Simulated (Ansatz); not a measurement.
SbAs (honeycomb monolayer), computed twice by G0W0.

The cell holds 2 atoms: 1 As and 1 Sb. Its edges and angles: a = 3.773 Å, b = 3.773 Å, c = 26.200 Å, α = 90.0°, β = 90.0°, γ = 120.0°. Vacuum lies along c.

```
As Sb
1.0
     3.77281    0.00000    0.00000
    -1.88640    3.26735    0.00000
     0.00000    0.00000   26.20000
As Sb
1 1
Direct
  0.33333 0.66667 0.52884
  0.66667 0.33333 0.47116
```

The structure was relaxed with PBEsol-D3(BJ). The runs that relaxed it are not among those shown. Spin-orbit coupling is left out unless a run names it.

The first (Ansatz 0.2.0; start PBEsol, 6×6×1 mesh, 476 empty bands, screening to 75 eV, PAW set soft_1 files; 8 threads of Arm Neoverse V1, shared host) gave, on its mesh: starting gap 1.31 eV, G0W0 gap 2.11 eV, mean of 1 + 4πα/V (set by the cell height) 3.15, 2.7 min.

Question: The second changes empty bands from 476 to 192 and screening cutoff (eV) from 75.0 to 41. What does it give?

It gave: starting gap 1.30 eV, G0W0 gap 1.93 eV, mean of 1 + 4πα/V (set by the cell height) 3.24, 27 s. The G0W0 gap moves by −0.17 eV, −0.0001 eV from the start and −0.17 eV from the correction. Σc changes by +0.36 eV at the valence top and +0.19 eV at the conduction bottom, and Σx − Vxc between them by +0.00 eV.

Limits: not at the basis limit; coarse mesh for a sheet; no spin-orbit coupling.

[Paths, hosts, dates, memory and timing lines, banners, echoed tables and standing remarks are left out of the program output.]

[Logs are printed without paths, hosts, clocks, repeated set-up lines and the standing remarks that a program may print on its own settings, such as how far it seeks lower states.]

[Runs of the session that timed out or met a known fault of the program may be left out.]

[Cells called generated may have been cut or substituted from an entry of the Crystallography Open Database or the Materials Project.]

[Hosts, paths, dates, database ids (printed as entryN), source tags and the programs' standing remarks are cut or masked in the printed files.]
